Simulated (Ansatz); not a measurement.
**Band gap of Y2Ti2O7 (Fd-3m) from density functionals to GW**

Wanted: a ladder of band gaps for Y2Ti2O7 (Fd-3m), from density functionals to G0W0.

Calculated with Ansatz 0.2.0; density functionals, hybrids and G0W0, plane waves, PAW.

**What was measured.**

- Gap 3.44 eV: direct optical gap from Tauc plot; UV-Vis-NIR transmission; bulk crystal (floating-zone single crystal wafer, 1 mm thick) (“Structural, optical and mechanical properties of Y2Ti2O7 single crystal”, 2020, arxiv:2006.07359).

This is a report of a sequence of runs, with most program output left out.

In doubt: masses and optical values from hybrid runs of this build are listed as unsure (step 7), which bears on the screening that GW takes from such a start.

## (1) The structure

Symmetry: Fd-3m, No. 227, cubic system. Conventional cell: a = 10.099 Å, b = 10.099 Å, c = 10.099 Å, α = 90.00°, β = 90.00°, γ = 90.00°. Nearest to Y lie 8 O at 2.19 to 2.48 Å. Nearest to Ti lie 6 O at 1.96 Å. Nearest to O lie 2 Ti at 1.96 Å and 2 Y at 2.48 Å. O has 4 Y at 2.19 Å nearest. Farther neighbours and most contacts between anions are not listed.

Geometry: measured cell, ions relaxed with LDA. The runs that relaxed it are not among those shown. The default PAW set here is soft_2. Its files were made with PBE.

## (2) LDA on the 4×4×4 mesh

Levels along a band path and on the mesh show where this functional puts the band edges.

This step: DFT, LDA, plane waves, PAW.

Contents of input.yaml:

```yaml
crystal:
  lattice:
    - [0.0, 5.0493, 5.0493]
    - [5.0493, 0.0, 5.0493]
    - [5.0493, 5.0493, 0.0]
  atoms:
    - { symbol: "Y", position: [0.125, 0.125, 0.125] }
    - { symbol: "Y", position: [0.625, 0.125, 0.125] }
    - { symbol: "Y", position: [0.125, 0.125, 0.625] }
    - { symbol: "Y", position: [0.125, 0.625, 0.125] }
    - { symbol: Ti, position: [0.625, 0.625, 0.625] }
    - { symbol: Ti, position: [0.125, 0.625, 0.625] }
    - { symbol: Ti, position: [0.625, 0.625, 0.125] }
    - { symbol: Ti, position: [0.625, 0.125, 0.625] }
    - { symbol: O, position: [0.5454541437, 0.9545458563, 0.9545458563] }
    - { symbol: O, position: [0.7045458563, 0.2954541437, 0.7045458563] }
    - { symbol: O, position: [0.9545458563, 0.5454541437, 0.5454541437] }
    - { symbol: O, position: [0.2954541437, 0.7045458563, 0.2954541437] }
    - { symbol: O, position: [0.9545458563, 0.5454541437, 0.9545458563] }
    - { symbol: O, position: [0.7045458563, 0.7045458563, 0.2954541437] }
    - { symbol: O, position: [0.5454541437, 0.9545458563, 0.5454541437] }
    - { symbol: O, position: [0.2954541437, 0.2954541437, 0.7045458563] }
    - { symbol: O, position: [0.7045458563, 0.2954541437, 0.2954541437] }
    - { symbol: O, position: [0.9545458563, 0.9545458563, 0.5454541437] }
    - { symbol: O, position: [0.2954541437, 0.7045458563, 0.7045458563] }
    - { symbol: O, position: [0.5454541437, 0.5454541437, 0.9545458563] }
    - { symbol: O, position: [0.0, 0.0, 0.0] }
    - { symbol: O, position: [0.25, 0.25, 0.25] }
kpoints:
  mp_grid: { grid: [4, 4, 4] }
  band_path:
    path:
      - [[0.0, 0.0, 0.0], [0.5, 0.0, 0.5], [0.625, 0.25, 0.625]]
      - [[0.375, 0.375, 0.75], [0.0, 0.0, 0.0], [0.5, 0.5, 0.5], [0.5, 0.25, 0.75], [0.5, 0.0, 0.5]]
    npoints: 10
hamiltonian:
  xc: lda
scf:
  occupations: { method: fermi_dirac, width: 0.02 }
  n_extra_bands: 11
output:
  eigenvalues: true
```

Run with:

```
$ ansatz run input.yaml --threads 24 --pin off --max-ram 82944MiB --backend cuda --events-out ev --progress --plain --runs-dir out --devices 1 --max-vram 78GiB
```

Run time: 1.8 s. Hardware: 1 × NVIDIA GB200 (shared by 2 runs) with 24 threads of Arm Neoverse V2, shared host; peak memory 1 GiB.

This step gave:

```yaml
filled_bands: 88
gap: 2.797 eV
valence_top_at: X
conduction_bottom_at: Γ
least_direct_gap: 2.809 eV
```

Over mesh and path the gap is 2.797 eV, from k = (0.500, 0.000, 0.500) to k = Γ. The least direct gap found is 2.809 eV, at k = Γ.

## (3) LDA+SOC on the 4×4×4 mesh

This run has two-component orbitals with spin-orbit coupling.

This step: DFT, LDA with spin-orbit coupling, plane waves, PAW.

Edit input.yaml of step 2 so:

```diff
@@ -32,5 +32,9 @@
     path:
-      - [[0.0, 0.0, 0.0], [0.5, 0.0, 0.5], [0.625, 0.25, 0.625]]
-      - [[0.375, 0.375, 0.75], [0.0, 0.0, 0.0], [0.5, 0.5, 0.5], [0.5, 0.25, 0.75], [0.5, 0.0, 0.5]]
-    npoints: 10
+      - [0.0, 0.0, 0.0]
+      - [0.5, 0.0, 0.5]
+      - [0.625, 0.25, 0.625]
+      - [0.375, 0.375, 0.75]
+      - [0.5, 0.5, 0.5]
+      - [0.5, 0.25, 0.75]
+    npoints: 1
 hamiltonian:
@@ -38,4 +42,7 @@
 scf:
-  occupations: { method: fermi_dirac, width: 0.02 }
-  n_extra_bands: 11
+  occupations: { method: fixed }
+  n_extra_bands: 22
+magnetization:
+  noncollinear: true
+  spin_orbit: true
 output:
```

Elapsed: 2 s, on 1 × NVIDIA GB200 (shared by 2 runs) with 24 threads; peak memory 1.7 GiB.

Numbers from this step:

```yaml
gap: 2.793 eV
valence_top_at: Γ
conduction_bottom_at: Γ
least_direct_gap: 2.793 eV
```

Over mesh and listed points the gap is 2.793 eV, direct, at k = Γ. LDA+SOC against LDA: 2.793 − 2.797 = −0.004 eV. Mesh, set of files and cutoff are the same, but the valence top lies at another k point, so this need not be the shift of one pair of states. The spin-orbit run sees mesh and listed points alone, so its gap is an upper bound: the coupling can move an edge off these points, and the change over the zone, its sign included where it is small, is not known.

## (4) r2SCAN on the 4×4×4 mesh

r2SCAN is a meta-GGA: it depends on the kinetic-energy density as well as on the density and its gradient.

This step: DFT, r2SCAN, plane waves, PAW.

Edit input.yaml of step 3 so:

```diff
@@ -40,9 +40,6 @@
 hamiltonian:
-  xc: lda
+  xc: r2scan
 scf:
   occupations: { method: fixed }
-  n_extra_bands: 22
-magnetization:
-  noncollinear: true
-  spin_orbit: true
+  n_extra_bands: 11
 output:
```

It took 1.6 s on 1 × NVIDIA GB200 (shared by 2 runs) with 24 threads; peak memory 1.4 GiB.

Numbers from this step:

| Quantity | Value |
| --- | --- |
| gap | 3.283 eV |
| valence top at | X |
| conduction bottom at | Γ |
| least direct gap | 3.301 eV |

Over mesh and listed points the gap is 3.283 eV, from k = (0.500, 0.000, 0.500) to k = Γ. The least direct gap found is 3.301 eV, at k = Γ. r2SCAN against LDA: 3.283 − 2.797 = +0.486 eV. The runs also differ in plane-wave cutoff (420 eV and 500 eV), so how much of this comes from the functional alone is not known.

## (5) HSE06 on the 4×4×4 mesh

HSE06 mixes in a quarter of exact exchange at short range.

This step: DFT, HSE06, plane waves, PAW.

Edit input.yaml of step 4 so:

```diff
@@ -40,3 +40,3 @@
 hamiltonian:
-  xc: r2scan
+  xc: hse06
 scf:
```

Run time: 25 s. Hardware: 1 × NVIDIA GB200 (shared by 2 runs) with 24 threads; peak memory 2.5 GiB; 6.5 min of CPU time.

Numbers from this step:

```
gap                     : 4.497 eV
valence top at          : X
conduction bottom at    : Γ
least direct gap        : 4.516 eV
exact-exchange fraction : 0.25
```

Over mesh and listed points the gap is 4.497 eV, from k = (0.500, 0.000, 0.500) to k = Γ. The least direct gap found is 4.516 eV, at k = Γ. HSE06 against LDA: 4.497 − 2.797 = +1.700 eV, with the same mesh, files and cutoff, and both edges at the same k points.

## (6) G0W0@LDA, 2×2×2 mesh, 968 empty bands, screening to 140 eV

G0W0 replaces the xc potential by a self-energy built once from the orbitals of the start. Levels are corrected in the window of bands that the input names, at points of the mesh.

This step: G0W0 on LDA, plane waves, PAW.

Edit input.yaml of step 5 so:

```diff
@@ -29,18 +29,12 @@
 kpoints:
-  mp_grid: { grid: [4, 4, 4] }
-  band_path:
-    path:
-      - [0.0, 0.0, 0.0]
-      - [0.5, 0.0, 0.5]
-      - [0.625, 0.25, 0.625]
-      - [0.375, 0.375, 0.75]
-      - [0.5, 0.5, 0.5]
-      - [0.5, 0.25, 0.75]
-    npoints: 1
+  mp_grid: { grid: [2, 2, 2] }
 hamiltonian:
-  xc: hse06
+  xc: lda
 scf:
   occupations: { method: fixed }
-  n_extra_bands: 11
-output:
-  eigenvalues: true
+gw:
+  n_empty_bands: 968
+  ecut_chi: 140.0
+  qp_bands: [v4, c4]
+  qp_kpoints: band_edges
+  screening: { model: contour_deformation }
```

Elapsed: 4.5 s, on 1 × NVIDIA GB200 (shared by 2 runs) with 24 threads; peak memory 1.8 GiB.

Numbers from this step:

```
bands summed                                    : 1056
RPA ε∞ on this mesh (eigenvalues)               : 6.174, 6.174, 6.174
plane waves in the screening matrix             : 941
G0W0 gap over the corrected points              : 4.644 eV
k of the valence top                            : 0, -0.5, -0.5
k of the conduction bottom                      : 0, 0, 0
starting gap on the mesh                        : 2.782 eV
Z at the valence top                            : 0.7264
Z at the conduction bottom                      : 0.7251
least direct G0W0 gap over the corrected points : 4.650 eV
```

Over all 3 irreducible mesh points the G0W0 gap is 4.644 eV, from k = (0.000, -0.500, -0.500) to k = Γ. The LDA gap of this run on the mesh is 2.782 eV. The two states that bound the G0W0 gap lie that far apart at the start, so the correction of the gap is 4.644 − 2.782 = +1.862 eV.

## (7) G0W0@HSE06, 2×2×2 mesh, 450 empty bands, screening to 84 eV

This step: G0W0 on HSE06, plane waves, PAW.

Edit input.yaml of step 6 so:

```diff
@@ -31,3 +31,3 @@
 hamiltonian:
-  xc: lda
+  xc: hse06
 scf:
@@ -35,4 +35,4 @@
 gw:
-  n_empty_bands: 968
-  ecut_chi: 140.0
+  n_empty_bands: 450
+  ecut_chi: 84
   qp_bands: [v4, c4]
```

It took 15 s on 1 × NVIDIA GB200 (shared by 2 runs) with 24 threads; peak memory 2 GiB.

This step gave:

```yaml
bands_summed: 538
rpa_eps_infinity_on_this_mesh_eigenvalues: 4.369, 4.369, 4.369
plane_waves_in_the_screening_matrix: 459
g0w0_gap_over_the_corrected_points: 5.064 eV
k_of_the_valence_top: 0, -0.5, -0.5
k_of_the_conduction_bottom: 0, 0, 0
starting_gap_on_the_mesh: 4.489 eV
z_at_the_valence_top: 0.7758
z_at_the_conduction_bottom: 0.7716
least_direct_g0w0_gap_over_the_corrected_points: 5.066 eV
```

Over all 3 irreducible mesh points the G0W0 gap is 5.064 eV, from k = (0.000, -0.500, -0.500) to k = Γ. The HSE06 gap of this run on the mesh is 4.489 eV. The two states that bound the G0W0 gap lie that far apart at the start, so the correction of the gap is 5.064 − 4.489 = +0.575 eV. G0W0@HSE06 against G0W0@LDA with 538 bands (a further run, in the table below): 5.064 − 4.644 = +0.420 eV. Mesh, set of files and cutoffs are the same, but the valence top lies at another k point, so this need not be the shift of one pair of states.

## (8) The ladder

Each gap is the least one over the points named; times are wall times on shared hosts, not benchmarks. A G0W0 time includes the run's own self-consistent start. Runs with listed points see these and the mesh alone, so an edge that moves elsewhere is missed. Rows marked * are further runs, not shown as steps, whose inputs differ from the G0W0 step on the same start in the columns given; solver thresholds can differ too. Rows marked ? have an edge level that the program doubts. Symmetry makes (0.500, 0.000, 0.500) and (0.000, -0.500, -0.500) one point.

```csv
level,mesh,"files, cutoff","bands summed, screening",points,gap (eV),valence top,conduction bottom,least direct gap (eV),time
LDA,4×4×4,"soft_2 PAW, 420 eV",-,mesh and path,2.797,"(0.500, 0.000, 0.500)",Γ,2.809,1.8 s
LDA+SOC,4×4×4,"soft_2 PAW, 420 eV",-,mesh and listed points,2.793,Γ,Γ,2.793,2 s
r2SCAN,4×4×4,"soft_2 PAW, 500 eV",-,mesh and listed points,3.283,"(0.500, 0.000, 0.500)",Γ,3.301,1.6 s
HSE06,4×4×4,"soft_2 PAW, 420 eV",-,mesh and listed points,4.497,"(0.500, 0.000, 0.500)",Γ,4.516,25 s
G0W0@LDA*?,2×2×2,"soft_2 PAW, 420 eV","247, 42 eV",all 3 irreducible mesh points,4.922,Γ,Γ,4.922,2.1 s
G0W0@LDA*,2×2×2,"soft_2 PAW, 420 eV","538, 84 eV",all 3 irreducible mesh points,4.644,Γ,Γ,4.644,3.1 s
G0W0@LDA,2×2×2,"soft_2 PAW, 420 eV","1056, 140 eV",all 3 irreducible mesh points,4.644,"(0.000, -0.500, -0.500)",Γ,4.650,4.5 s
G0W0@HSE06,2×2×2,"soft_2 PAW, 420 eV","538, 84 eV",all 3 irreducible mesh points,5.064,"(0.000, -0.500, -0.500)",Γ,5.066,15 s
```

Computed less measured, in eV, for the reports listed at the start; nothing is added to the computed values:

```csv
row,computed (eV),3.44 eV (2020)
"LDA, gap",2.797,−0.643
"LDA+SOC, gap",2.793,−0.647
"r2SCAN, gap",3.283,−0.157
"HSE06, gap",4.497,+1.057
"G0W0@LDA (1056 bands, 2×2×2), gap",4.644,+1.204
"G0W0@HSE06, gap",5.064,+1.624
"G0W0@LDA (1056 bands, 2×2×2), least direct gap",4.650,+1.210
```

## (9) Results

| Item | Value |
| --- | --- |
| LDA, over mesh and path | 2.797 eV |
| LDA+SOC, over mesh and listed points | 2.793 eV |
| r2SCAN, over mesh and listed points | 3.283 eV |
| HSE06, over mesh and listed points | 4.497 eV |
| G0W0@LDA (1056 bands, 2×2×2), over all 3 irreducible mesh points | 4.644 eV |
| G0W0@HSE06, over all 3 irreducible mesh points | 5.064 eV |
| known limits | finite bands, screening cutoff and k mesh; no spin-orbit coupling in G0W0 |

What this shows: The rows run from 2.793 eV (LDA+SOC) to 5.064 eV (G0W0@HSE06). They differ in mesh, plane-wave cutoff, bands and screening cutoff of G0W0 and the points over which the gap was sought as well as in level, so only pairs that share these are like for like. HSE06 against LDA: 4.497 − 2.797 = +1.700 eV, with the same mesh, files and cutoff, and both edges at the same k points. G0W0@LDA (1056 bands, 2×2×2) moves the gap of its own start on the mesh by 4.644 − 2.782 = +1.862 eV, between the same two levels. Both edges that LDA shows over mesh and path lie at k points where levels were corrected. Levels at other points were not corrected, so a lower G0W0 gap elsewhere in the zone is not ruled out. G0W0@HSE06 moves the gap of its own start on the mesh by 5.064 − 4.489 = +0.575 eV, between the same two levels. Both edges that HSE06 shows over mesh and listed points lie at k points where levels were corrected. Levels at other points were not corrected, so a lower G0W0 gap elsewhere in the zone is not ruled out. What spin-orbit coupling does to the G0W0 levels was not computed, so no sum with the G0W0 gap is formed. Against experiment, G0W0@LDA (1056 bands, 2×2×2) at 4.644 eV lies +1.204 eV from 3.44 eV (2020). The differences hold parts that these runs do not separate: finite bands, cutoffs and mesh, points of the zone that were not corrected, the start of G0W0, spin-orbit coupling missing from it, static nuclei, no electron-hole attraction, and what each experiment reads as the gap. How much each gives is not known from the steps shown. For G0W0@LDA: from 247 bands and 42 eV to 1056 bands and 140 eV the gap moves by 4.644 − 4.922 = −0.278 eV (rung by rung 4.922, 4.644, 4.644 eV); bands and screening cutoff rise together, so their parts are not told apart. The states that bound the gap change along the series, so no limit is drawn and it is not known. The other G0W0 rows are shown at one basis each (538 bands), so their distance from the limit is not known here. The G0W0 runs are scalar-relativistic. No pair of G0W0 runs that differ in the mesh alone is shown (2×2×2 is a supercell whose nearest images lie 14 Å apart), so the error from the mesh is not known here. G0W0 is shown with one set of atomic data (soft_2 PAW), so the error from the files is not known here.

[Paths, hosts, dates, memory and timing lines, banners, echoed tables and standing remarks are left out of the program output.]

[Logs are printed without paths, hosts, clocks, repeated set-up lines and the standing remarks that a program may print on its own settings, such as how far it seeks lower states.]

[Runs of the session that timed out or met a known fault of the program may be left out.]

[Cells called generated may have been cut or substituted from an entry of the Crystallography Open Database or the Materials Project.]

[Hosts, paths, dates, database ids (printed as entryN), source tags and the programs' standing remarks are cut or masked in the printed files.]

[Where an RPA ε∞ is given, it is that of the G0W0 mesh and is not shown converged in it. Names of k-points follow the symmetry that the program found, which can be lower than the space group named. Band edges on a path are those of the sampled points; other points can move an edge, and change direct to indirect where valleys lie close.]

[Hybrid gaps are those of their k-mesh and are not shown converged in it.]
